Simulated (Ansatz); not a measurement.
**Pd3PbC (Pm-3m): phonons and vibrational spectra**

Wanted: phonon frequencies of Pd3PbC (Pm-3m) and what follows from them.

Main program and level: Ansatz 0.2.0; DFT PBEsol, scalar-relativistic, plane waves, PAW; PAW set soft_1.

## (1) Set-up

The structure is cubic, space group Pm-3m (No. 221). The conventional cell has a = 4.299 Å, b = 4.299 Å, c = 4.299 Å, α = 90.00°, β = 90.00°, γ = 90.00°. Nearest to Pd lie 2 C at 2.15 Å and 8 Pd at 3.04 Å and 4 Pb at 3.04 Å. Pb has 12 Pd at 3.04 Å nearest. C has 6 Pd at 2.15 Å nearest. Farther neighbours are not listed.

## (2) Relaxation

The cell and atoms are relaxed, since residual forces and stress would shift the frequencies.

File input.yaml:

```yaml
crystal:
  lattice:
    - [4.298945, 0.0, 0.0]
    - [0.0, 4.298945, 0.0]
    - [0.0, 0.0, 4.298945]
  atoms:
    - { symbol: Pd, position: [0.0, 0.5, 0.5] }
    - { symbol: Pd, position: [0.5, 0.5, 0.0] }
    - { symbol: Pd, position: [0.5, 0.0, 0.5] }
    - { symbol: Pb, position: [0.0, 0.0, 0.0] }
    - { symbol: C, position: [0.5, 0.5, 0.5] }
kpoints:
  mp_grid: { grid: [8, 8, 8] }
hamiltonian:
  xc: pbesol
  pseudopotentials: { kind: paw, azcp: { folder: soft_1 }, xc_functional: pbe }
scf:
  occupations: { method: gaussian, width: 0.1 }
output:
  forces: true
  stress: true
  eigenvalues: true
  write_density: true
  write_potential: true
  elf: true
  volumetric_format: npy
relax:
  adjacent_minimum: "off"
  f_tol: 0.005
  max_steps: 80
  cell: { stress_tol: 0.05 }
```

Launch:

```console
> ansatz run input.yaml --threads 4 --pin off --max-ram 10240MiB --backend cpu --events-out ev --progress --plain --runs-dir out
```

Numbers of over 12 decimals in the logs are rounded to 6 here.

Log:

```text
Engine: ansatz 0.2.0, aarch64-unknown-linux-gnu
Pseudopotentials: kind: paw
Pseudopotential: Pd, paw, valence charge 18, recommended cutoff 420 eV (normal), soft_1/Pd.paw.azcp
Pseudopotential: Pb, paw, valence charge 14, recommended cutoff 420 eV (normal), soft_1/Pb.paw.azcp
Pseudopotential: C, paw, valence charge 4, recommended cutoff 420 eV (normal), soft_1/C.paw.azcp
Functional definition: PBEsol
  exchange = pbesol_x
  correlation = pbesol_c
Crystal: 5 atoms, lattice volume = 79.448 Å³
Basis set: ecut = 420 eV, 1551 PW (Γ), exchange–correlation on 60×60×60 points (8 copies of the dense FFT grid, shifted against one another)
Bands: 44, of which v1, the nominal top of the filled ones, is band 36 counted from 1 (35 counted from 0)
Symmetry: 48 space group operations
Space group: Pm-3m (ITA 221), of the structure as read, at distance tolerance 4.3e-5 Å
k-points: 35 of 512
Non-local potential: Pd, projectors of the file, l = 0: 2, l = 1: 2, l = 2: 2, l = 3: 1
Non-local potential: Pb, projectors of the file, l = 0: 2, l = 1: 2, l = 2: 2, l = 3: 1
Non-local potential: C, projectors of the file, l = 0: 2, l = 1: 2, l = 2: 1
PAW form: soft (Blöchl's): semilocal exchange-correlation on the pseudo side does not see the compensation charge
PAW frozen core: Pd, regenerated for the run's functional, and the local potential with it (the file was generated under x = pbe(κ = 0.804, μ = 0.219515), c = pbe(β = 0.066725))
PAW frozen core: Pb, regenerated for the run's functional, and the local potential with it (the file was generated under x = pbe(κ = 0.804, μ = 0.219515), c = pbe(β = 0.066725))
PAW frozen core: C, regenerated for the run's functional, and the local potential with it (the file was generated under x = pbe(κ = 0.804, μ = 0.219515), c = pbe(β = 0.066725))
PAW one-centre angular grid: Pd, 590 points (default); XC on 64 Gauss nodes
PAW one-centre angular grid: Pb, 590 points (default); XC on 64 Gauss nodes
PAW one-centre angular grid: C, 110 points (default); XC on 64 Gauss nodes
Initial density: superposition of atomic densities (chi_scale 0.1, normalization cell, long waves kept (reshape's long-wave potential 0.00 eV rms))
Initial wavefunctions: pseudopotential atomic-orbital guess
Functional: x = pbesol(κ = 0.804, μ = 0.123457), c = pbesol(β = 0.046)
SCF iter   1: F=—  HF=-32728.933081 eV  |F-HF|=—  |Δ(HF+E_count)|=         —  Δρ=1.70e-1  dr2=2.93e1  ethr=3.10e-3  ⟨swp⟩=6.8  Hψ=6284  notcnv=0  defer=1
preconditioner: auto → Kerker (q_TF=auto, 2.684 Å⁻¹)  [metal: Δε(μ)=0.011 eV  Ē_g=10.667 eV  σ=0.100 eV  W_gap=0.06  n_scr=26 (ndim 8)  ℏωp=28.9 eV  f_vac=0.000  D(μ)=8.06/eV (n_scr^D=92)]
SCF iter   2: F=—  HF=-32724.439553 eV  |F-HF|=—  |Δ(HF+E_count)|=    4.49e0  Δρ=7.71e-2  dr2=6.58e0  ethr=3.10e-3  ⟨swp⟩=2.2  Hψ=3167  notcnv=0  defer=70
SCF iter   3: F=—  HF=-32723.105960 eV  |F-HF|=—  |Δ(HF+E_count)|=    1.33e0  Δρ=1.46e-2  dr2=2.14e-1  ethr=3.10e-3  ⟨swp⟩=2.0  Hψ=2492  notcnv=0  defer=76
SCF iter   4: F=—  HF=-32723.068305 eV  |F-HF|=—  |Δ(HF+E_count)|=   3.77e-2  Δρ=2.93e-3  dr2=5.78e-3  ethr=2.97e-4  ⟨swp⟩=1.7  Hψ=2020  notcnv=0  defer=77
SCF iter   5: F=—  HF=-32723.067616 eV  |F-HF|=—  |Δ(HF+E_count)|=   6.89e-4  Δρ=5.78e-4  dr2=5.61e-4  ethr=8.03e-6  ⟨swp⟩=1.9  Hψ=1929  notcnv=0  defer=77
SCF iter   6: F=—  HF=-32723.067524 eV  |F-HF|=—  |Δ(HF+E_count)|=   9.19e-5  Δρ=1.73e-4  dr2=3.95e-5  ethr=7.79e-7  ⟨swp⟩=2.1  Hψ=2068  notcnv=0  defer=77
SCF iter   7: F=—  HF=-32723.067596 eV  |F-HF|=—  |Δ(HF+E_count)|=   7.18e-5  Δρ=4.37e-5  dr2=2.46e-6  ethr=5.49e-8  ⟨swp⟩=2.1  Hψ=2205  notcnv=0  defer=77
SCF iter   8: F=-32723.067595 eV  HF=-32723.067595 eV  |F-HF|=2.53e-8  |Δ(HF+E_count)|=   6.34e-7  Δρ=1.08e-5  dr2=8.67e-8  ethr=1.39e-10  ⟨swp⟩=13.8  Hψ=11610  notcnv=0
SCF 1 converged in 8 iterations: F = -32723.067595 eV  dr2 = 8.67e-8
  greatest PAW one-centre occupation: 0.999 electrons in one spin orbital (limit 2), on the Pd atom at site 2 (counted from 0), in its partial waves of l = 0
relax step   1: F+E_penalty+E_count = -32723.06759529 eV  Δ(F+E_penalty+E_count) = +0.000e0 eV  max|allowed force component| = 1.510e-28 eV/Å  Δτ_max = 0.0000 Å  P = -7.953 GPa  Ω = 79.448 Å³  (8 SCF iters, dr2 threshold 1.00e-7 eV, accepted)
Crystal: 5 atoms, lattice volume = 73.454 Å³
Basis set: ecut = 420 eV, 1365 PW (Γ), exchange–correlation on 60×60×60 points (8 copies of the dense FFT grid, shifted against one another)
Initial density: handed on by an earlier stage of this run
Initial wavefunctions: those handed on with the density
iter 1 solved again at ethr=2.92e-4 eV; its pass at ethr=3.10e-3 eV (dr2=2.10e-1 eV) is discarded
SCF iter   1: F=—  HF=-32723.204508 eV  |F-HF|=—  |Δ(HF+E_count)|=         —  Δρ=1.47e-2  dr2=2.13e-1  ethr=2.92e-4  ⟨swp⟩=1.3  Hψ=7416  notcnv=0
preconditioner: auto → Kerker (q_TF=auto, 2.719 Å⁻¹)  [metal: Δε(μ)=0.040 eV  Ē_g=11.511 eV  σ=0.100 eV  W_gap=0.21  n_scr=26 (ndim 8)  ℏωp=30.0 eV  f_vac=0.000  D(μ)=2.85/eV (n_scr^D=26)]
SCF iter   2: F=—  HF=-32723.173570 eV  |F-HF|=—  |Δ(HF+E_count)|=   3.09e-2  Δρ=8.01e-3  dr2=6.57e-2  ethr=2.92e-4  ⟨swp⟩=1.5  Hψ=1572  notcnv=0
SCF iter   3: F=—  HF=-32723.159559 eV  |F-HF|=—  |Δ(HF+E_count)|=   1.40e-2  Δρ=1.00e-3  dr2=7.76e-4  ethr=9.12e-5  ⟨swp⟩=2.0  Hψ=2324  notcnv=0
SCF iter   4: F=—  HF=-32723.159430 eV  |F-HF|=—  |Δ(HF+E_count)|=   1.29e-4  Δρ=2.83e-4  dr2=5.92e-5  ethr=1.08e-6  ⟨swp⟩=2.1  Hψ=2007  notcnv=0
SCF iter   5: F=—  HF=-32723.159462 eV  |F-HF|=—  |Δ(HF+E_count)|=   3.18e-5  Δρ=5.80e-5  dr2=4.87e-6  ethr=8.22e-8  ⟨swp⟩=2.5  Hψ=2318  notcnv=0
SCF iter   6: F=-32723.159460 eV  HF=-32723.159461 eV  |F-HF|=1.64e-7  |Δ(HF+E_count)|=   1.14e-6  Δρ=1.36e-5  dr2=2.23e-7  ethr=6.94e-10  ⟨swp⟩=11.7  Hψ=11805  notcnv=0
SCF 2 converged in 6 iterations: F = -32723.159460 eV  dr2 = 2.23e-7
  Residual-converged pass: ⟨swp⟩=1.0  Hψ=1681  notcnv=0  max |occ|·‖R‖ = 7.1e-9 eV (tolerance 1.0e-8 eV)  dr2=2.23e-7  dr2_onsite=1.18e-8  max |Δocc| = 3.1e-10
relax step   2: F+E_penalty+E_count = -32723.15946038 eV  Δ(F+E_penalty+E_count) = -9.187e-2 eV  max|allowed force component| = 4.397e-29 eV/Å  Δτ_max = 0.0000 Å  P = +4.198 GPa  Ω = 73.454 Å³  energy of the carried Pulay correction = +2.779e-3 eV  (6 SCF iters, dr2 threshold 5.00e-7 eV, accepted)
Crystal: 5 atoms, lattice volume = 75.420 Å³
Basis set: ecut = 420 eV, 1419 PW (Γ), exchange–correlation on 60×60×60 points (8 copies of the dense FFT grid, shifted against one another)
iter 1 solved again at ethr=3.52e-5 eV; its pass at ethr=3.10e-3 eV (dr2=2.54e-2 eV) is discarded
SCF iter   1: F=—  HF=-32723.186252 eV  |F-HF|=—  |Δ(HF+E_count)|=         —  Δρ=5.09e-3  dr2=2.70e-2  ethr=3.52e-5  ⟨swp⟩=1.5  Hψ=6635  notcnv=0
preconditioner: auto → Kerker (q_TF=auto, 2.707 Å⁻¹)  [metal: Δε(μ)=0.013 eV  Ē_g=11.371 eV  σ=0.100 eV  W_gap=0.08  n_scr=26 (ndim 8)  ℏωp=29.6 eV  f_vac=0.000  D(μ)=2.37/eV (n_scr^D=18)]
SCF iter   2: F=—  HF=-32723.182353 eV  |F-HF|=—  |Δ(HF+E_count)|=   3.90e-3  Δρ=2.78e-3  dr2=8.32e-3  ethr=3.52e-5  ⟨swp⟩=1.1  Hψ=1542  notcnv=0
SCF iter   3: F=—  HF=-32723.180573 eV  |F-HF|=—  |Δ(HF+E_count)|=   1.78e-3  Δρ=3.39e-4  dr2=9.36e-5  ethr=1.16e-5  ⟨swp⟩=2.0  Hψ=1965  notcnv=0
SCF iter   4: F=—  HF=-32723.180627 eV  |F-HF|=—  |Δ(HF+E_count)|=   5.48e-5  Δρ=1.06e-4  dr2=8.15e-6  ethr=1.30e-7  ⟨swp⟩=2.1  Hψ=2052  notcnv=0
SCF iter   5: F=—  HF=-32723.180626 eV  |F-HF|=—  |Δ(HF+E_count)|=   1.38e-6  Δρ=2.32e-5  dr2=7.74e-7  ethr=1.13e-8  ⟨swp⟩=2.6  Hψ=2521  notcnv=0
SCF iter   6: F=-32723.180626 eV  HF=-32723.180626 eV  |F-HF|=3.05e-8  |Δ(HF+E_count)|=   1.71e-7  Δρ=5.67e-6  dr2=4.05e-8  ethr=6.94e-10  ⟨swp⟩=10.8  Hψ=10220  notcnv=0
SCF 3 converged in 6 iterations: F = -32723.180626 eV  dr2 = 4.05e-8
relax step   3: F+E_penalty+E_count = -32723.18062572 eV  Δ(F+E_penalty+E_count) = -2.117e-2 eV  max|allowed force component| = 2.577e-29 eV/Å  Δτ_max = 0.0000 Å  P = -0.471 GPa  Ω = 75.420 Å³  energy of the carried Pulay correction = +1.844e-3 eV  (6 SCF iters, dr2 threshold 5.00e-7 eV, accepted)
[...]
relax step   4: F+E_penalty+E_count = -32723.18103454 eV  Δ(F+E_penalty+E_count) = -4.088e-4 eV  max|allowed force component| = 1.273e-29 eV/Å  Δτ_max = 0.0000 Å  P = -0.023 GPa  Ω = 75.217 Å³  energy of the carried Pulay correction = +1.939e-3 eV  (6 SCF iters, dr2 threshold 5.00e-7 eV, accepted)
Initial wavefunctions: pseudopotential atomic-orbital guess (no wavefunctions were taken with the density)
iter 1 solved again at ethr=2.13e-8 eV; its pass at ethr=3.10e-3 eV (dr2=1.53e-5 eV) is discarded
SCF iter   1: F=—  HF=-32723.179064 eV  |F-HF|=—  |Δ(HF+E_count)|=         —  Δρ=1.26e-4  dr2=2.14e-6  ethr=2.13e-8  ⟨swp⟩=3.7  Hψ=10198  notcnv=0
preconditioner: auto → Kerker (q_TF=auto, 2.708 Å⁻¹)  [metal: Δε(μ)=0.013 eV  Ē_g=11.375 eV  σ=0.100 eV  W_gap=0.08  n_scr=26 (ndim 8)  ℏωp=29.7 eV  f_vac=0.000  D(μ)=2.48/eV (n_scr^D=18)]
SCF iter   2: F=—  HF=-32723.179125 eV  |F-HF|=—  |Δ(HF+E_count)|=   6.07e-5  Δρ=6.42e-5  dr2=4.87e-7  ethr=2.97e-9  ⟨swp⟩=2.0  Hψ=2803  notcnv=0
SCF iter   3: F=—  HF=-32723.179125 eV  |F-HF|=—  |Δ(HF+E_count)|=   4.00e-7  Δρ=8.66e-6  dr2=1.06e-8  ethr=6.76e-10  ⟨swp⟩=2.8  Hψ=2852  notcnv=0
SCF iter   4: F=—  HF=-32723.179125 eV  |F-HF|=—  |Δ(HF+E_count)|=   8.51e-9  Δρ=7.74e-7  dr2=3.24e-10  ethr=1.47e-11  ⟨swp⟩=2.5  Hψ=2233  notcnv=0
iter 5 did not close the SCF: its close was put off for the readings that it lacked (scf_convergence_deferred on its scf_iter line)
SCF iter   5: F=-32723.179125 eV  HF=-32723.179125 eV  |F-HF|=1.46e-11  |Δ(HF+E_count)|=  1.09e-10  Δρ=1.49e-7  dr2=1.92e-11  ethr=1.00e-12  ⟨swp⟩=1.0  Hψ=1541  notcnv=0
SCF iter   6: F=-32723.179125 eV  HF=-32723.179125 eV  |F-HF|=3.64e-12  |Δ(HF+E_count)|=  1.46e-11  Δρ=5.92e-8  dr2=2.68e-12  ethr=1.00e-12  ⟨swp⟩=5.8  Hψ=6807  notcnv=0
SCF 5 converged in 6 iterations: F = -32723.179125 eV  dr2 = 2.68e-12
  greatest PAW one-centre occupation: 0.999 electrons in one spin orbital (limit 2), on the Pd atom at site 0 (counted from 0), in its partial waves of l = 0
relax step   5: F+E_penalty+E_count = -32723.17912535 eV  Δ(F+E_penalty+E_count) = +1.909e-3 eV  max|allowed force component| = 1.189e-29 eV/Å  Δτ_max = 0.0000 Å  P = -0.029 GPa  Ω = 75.217 Å³  stress off target by 2.91e-2 GPa  SCF on the basis re-selected at this cell (its energy is not comparable with the rows above)  (6 SCF iters)
basis re-selected at this cell: Δ(F+E_penalty+E_count) = +1.909e-3 eV, ΔP = -0.006 GPa vs the last step (what re-selecting the basis moved, of the pressure what is left beyond the Pulay correction that the steps carried, after the strain that the cell walked since its last selection, with what the two solves' SCF thresholds leave and, on support functions, any second-order correction that the steps lacked; it is no m [...]
SCF converged after 6 iterations
Free energy (F): -32723.179125 eV
Harris-Foulkes:  -32723.179125 eV  (|F-HF|=3.64e-12)
Internal energy: -32723.166742 eV  (E = F + TS)
E sigma→0 (E₀):  -32723.172933 eV
Entropy (-TS):   -0.012384 eV (-2.477 meV/atom)
Fermi energy:    17.337336 eV
--- Per-component energies (eV) ---
  E_band       = -480.303401
  E_kinetic    = 1725.023202
  E_local      = -7170.403248  (includes V_loc(G=0)·N_el)
  E_nonlocal   = 1452.232974
  E_hartree    = 2898.007714
  E_xc         = -663.689653
  E_vxc        = -720.105082  (∫ρ·V_xc dr)
  E_paw        = -21577.910972  (= ΣΔE_a)
  E_vpaw       = -1563.067370  (= ΣTr[D̂ρ^β])
  E_aug_tail   = 0.000645  (compensation charges beyond the density's cutoff)
  E_ewald      = -9387.418249
  E_core_change = 0.990846  (= ΣΔE_core)
  E_smearing   = -0.012384  (= −TS)
  E_closure    = 0.000000  (closes the sum)
  Σ components = -32723.179125   (vs F -32723.179125, Δ=0.00e0)
--- Forces (eV/Å), atoms counted from 1 ---
  atom   1  Pd     0.00000000    -0.00000000    -0.00000000
  atom   2  Pd    -0.00000000    -0.00000000     0.00000000
  atom   3  Pd     0.00000000     0.00000000    -0.00000000
  atom   4  Pb     0.00000000    -0.00000000     0.00000000
  atom   5  C      0.00000000     0.00000000    -0.00000000
  max |Σ_I F_I| component: 7.10e-30 eV/Å
--- Stress (GPa, compression-positive) ---
       -0.029076       0.000000       0.000000
        0.000000      -0.029076       0.000000
        0.000000       0.000000      -0.029076
  P = ⅓ Tr σ = -0.0291 GPa (-0.291 kbar)
--- Band table (eV; the first three rows and the last of 35) ---
  k-point 0: bands = [... 32 lower, 16.2036, 16.2036, 16.2036, 16.2096, 17.7966, 18.9063, 18.9063, 18.9063, ... 4 higher]
  k-point 1: bands = [... 32 lower, 16.1277, 16.2038, 16.3859, 16.3859, 17.5619, 19.1282, 19.1282, 19.2967, ... 4 higher]
  k-point 2: bands = [... 32 lower, 15.8977, 16.2043, 16.8197, 16.8197, 17.6270, 19.6144, 19.6821, 19.6821, ... 4 higher]
  k-point 34: bands = [... 32 lower, 15.3233, 16.0816, 16.0816, 16.0816, 16.3955, 18.9190, 18.9190, 18.9190, ... 4 higher]
--- Relaxed structure (4 steps of the walk, 4 accepted, 1 SCFs on fresh bases) ---
  F+E_penalty+E_count = -32723.17912535 eV   max|allowed force component| = 1.189e-29 eV/Å   (the final SCF, on the basis selected at the relaxed cell)
  cell:  # Å, volume = 75.2174 Å³
    - [4.221234, 0, 0]
    - [0, 4.221234, 0]
    - [0, 0, 4.221234]
  atoms:
    - { symbol: Pd, position: [0, 0.5, 0.5] }
    - { symbol: Pd, position: [0.5, 0.5, 0] }
    - { symbol: Pd, position: [0.5, 0, 0.5] }
    - { symbol: Pb, position: [0, 0, 0] }
    - { symbol: C, position: [0.5, 0.5, 0.5] }
```

Elapsed: 8.4 s, on 4 threads of Arm Neoverse V2, shared host; peak memory 0.52 GiB; 31 s of CPU time.

The steps of the relaxation:

| step | energy less that of the first step (eV) | largest force component (eV/Å) | pressure (GPa) | volume (Å³) |
| --- | --- | --- | --- | --- |
| 1 | 0.0000 | 0.0000 | -7.95 | 79.45 |
| 2 | -0.0919 | 0.0000 | 4.20 | 73.45 |
| 3 | -0.1130 | 0.0000 | -0.47 | 75.42 |
| 4 | -0.1134 | 0.0000 | -0.02 | 75.22 |
| 5* | -0.1115 | 0.0000 | -0.03 | 75.22 |

Relaxation steps marked * repeat the geometry before them on a plane-wave basis chosen anew for their cell, so energy and pressure can jump there.

The run keeps the 48 symmetry operations that it works with, so distortions that break them were not tested.

| conventional cell, symmetrised | before | after | change |
| --- | --- | --- | --- |
| a (Å) | 4.299 | 4.221 | -1.8 % |
| b (Å) | 4.299 | 4.221 | -1.8 % |
| c (Å) | 4.299 | 4.221 | -1.8 % |
| volume (Å³/atom) | 15.89 | 15.04 | -5.3 % |

Final coordinates:

```cif
data_structure
_symmetry_space_group_name_H-M 'P 1'
_symmetry_Int_Tables_number 1
_cell_length_a 4.2212
_cell_length_b 4.2212
_cell_length_c 4.2212
_cell_angle_alpha 90.000
_cell_angle_beta 90.000
_cell_angle_gamma 90.000
_cell_volume 75.22
loop_
_atom_site_label
_atom_site_type_symbol
_atom_site_fract_x
_atom_site_fract_y
_atom_site_fract_z
_atom_site_occupancy
Pd1 Pd 0.00000 0.50000 0.50000 1
Pd2 Pd 0.50000 0.50000 0.00000 1
Pd3 Pd 0.50000 0.00000 0.50000 1
Pb4 Pb 0.00000 0.00000 0.00000 1
C5 C 0.50000 0.50000 0.50000 1
```

Numbers from this step:

- pressure: -0.02908 GPa
- volume per atom: 15.04 Å³
- gap on the k-mesh: 0 eV

Electrostatic potential energy in the ac plane at fractional y = 0.500, with atoms of Pd and C within 0.2 Å of it. With pseudopotentials it is smooth inside the atoms' cores, unlike the true potential.

Ten even steps from '0' (-57 eV) to '9' (20 eV), each cell a mean:
```
99997310258999
99998533468999
99999876789999
78999988899988
45799877899865
12589742488742
01478510278630
02488631478731
34689865789853
67899988999987
99999887899999
99998644579999
99997421258999
99996300147999
```
Columns run along a (4.2 Å; values clipped at the 3rd and 97th percentile), rows up along c (4.2 Å). Atoms in or near the plane, at fractional coordinates: Pd at (0.00, 0.50), Pd at (0.50, 0.00), C at (0.50, 0.50).

ELF in the ac plane at fractional y = 0.500, with atoms of Pd and C within 0.2 Å of it. It is the smooth field of the valence electrons, not physical close to the nuclei.

Ten even steps from '0' (0.06) to '9' (0.72), each cell a mean:
```
11124533453211
11123544552111
21111233321112
43212445432123
55424899973255
34436975894354
23437920595343
24436952794343
55425999984255
54223567642134
22112233321122
11112444442111
11124543453111
11125522354211
```
Columns run along a (4.2 Å), rows up along c (4.2 Å). Atoms in or near the plane, at fractional coordinates: Pd at (0.00, 0.50), Pd at (0.50, 0.00), C at (0.50, 0.50).

Valence density in the ac plane at fractional y = 0.500, with atoms of Pd and C within 0.2 Å of it. It is the smooth field of the valence electrons, not physical close to the nuclei.

Values in e/Å³, 14 rows by 14 columns, each cell a mean:
```
 0  0  0  0  1  6 11 13  9  3  1  0  0  0
 0  0  0  0  1  3  5  7  5  2  0  0  0  0
 0  0  0  0  0  1  1  2  1  1  0  0  0  0
 1  1  0  0  0  0  1  1  1  0  0  0  0  1
 4  3  1  0  0  1  1  1  1  1  0  1  2  3
11  8  3  1  1  1  1  1  1  1  1  1  5  9
16 11  4  1  1  1  2  1  1  1  1  2  7 13
13  9  3  1  1  1  1  2  1  1  1  1  5 11
 7  5  2  1  0  1  1  1  1  1  0  1  3  6
 2  1  1  0  0  0  1  1  1  0  0  0  1  1
 0  0  0  0  0  1  1  1  1  0  0  0  0  0
 0  0  0  0  1  2  3  4  3  1  0  0  0  0
 0  0  0  0  1  5  9 11  8  3  1  0  0  0
 0  0  0  0  2  7 13 16 11  4  1  0  0  0
```
Columns run along a (4.2 Å), rows up along c (4.2 Å). Atoms in or near the plane, at fractional coordinates: Pd at (0.00, 0.50), Pd at (0.50, 0.00), C at (0.50, 0.50).

In this step the volume went from 15.89 to 15.04 Å³/atom.

## (3) Relaxing to small forces for the phonons

Phonons need a cell at rest on their own settings, so the relaxation is repeated with tight tolerances on forces and stress, using the mesh and the filling of the phonon run that follows.

input.yaml, the sections that differ from step 2:

```yaml
crystal:
  lattice:
    - [4.2212337486, 0.0, 0.0]
    - [0.0, 4.2212337486, 0.0]
    - [0.0, 0.0, 4.2212337486]
  atoms:
    - { symbol: Pd, position: [0.0, 0.5, 0.5] }
    - { symbol: Pd, position: [0.5, 0.5, 0.0] }
    - { symbol: Pd, position: [0.5, 0.0, 0.5] }
    - { symbol: Pb, position: [0.0, 0.0, 0.0] }
    - { symbol: C, position: [0.5, 0.5, 0.5] }
scf:
  occupations: { method: methfessel_paxton, width: 0.2 }
output:
  forces: true
  stress: true
  eigenvalues: true
relax:
  adjacent_minimum: "off"
  f_tol: 0.001
  max_steps: 60
  cell: { stress_tol: 0.01 }
# kpoints, hamiltonian: as in step 2
```

Log:

```text
[...]
Crystal: 5 atoms, lattice volume = 75.217 Å³
Basis set: ecut = 420 eV, 1419 PW (Γ), exchange–correlation on 60×60×60 points (8 copies of the dense FFT grid, shifted against one another)
Bands: 44, of which v1, the nominal top of the filled ones, is band 36 counted from 1 (35 counted from 0)
Symmetry: 48 space group operations
[...]
k-points: 35 of 512
[...]
--- Relaxed structure (3 steps of the walk, 3 accepted, 1 SCFs on fresh bases) ---
[...]
cell:  # Å, volume = 75.1987 Å³
    - [4.220884, 0, 0]
    - [0, 4.220884, 0.0]
    - [0, 0.0, 4.220884]
  atoms:
    - { symbol: Pd, position: [0, 0.5, 0.5] }
    - { symbol: Pd, position: [0.5, 0.5, 0] }
    - { symbol: Pd, position: [0.5, 0, 0.5] }
    - { symbol: Pb, position: [0, 0, 0] }
    - { symbol: C, position: [0.5, 0.5, 0.5] }
[key lines of the parts left out:]
SCF converged after 4 iterations
Free energy (F): -32723.170019 eV
Fermi energy:    17.339797 eV
P = ⅓ Tr σ = -0.0002 GPa (-0.002 kbar)
```

Wall time 5.3 s (4 threads); peak memory 0.5 GiB.

Little changed from the start: no atom moved by 0.005 Å and no cell edge by 0.1 %.

This step gave:

| Property | Result |
| --- | --- |
| pressure | -1.57e-4 GPa |

The forces vanish by symmetry and the pressure is 0.000 GPa, within the tolerances set. The cell now holds 15.04 Å³/atom.

(Continued in part 2 of 2.)

[Logs are printed without paths, hosts, clocks, repeated set-up lines and the standing remarks that a program may print on its own settings, such as how far it seeks lower states.]

[Hosts, paths, dates, database ids (printed as entryN), source tags and the programs' standing remarks are cut or masked in the printed files.]
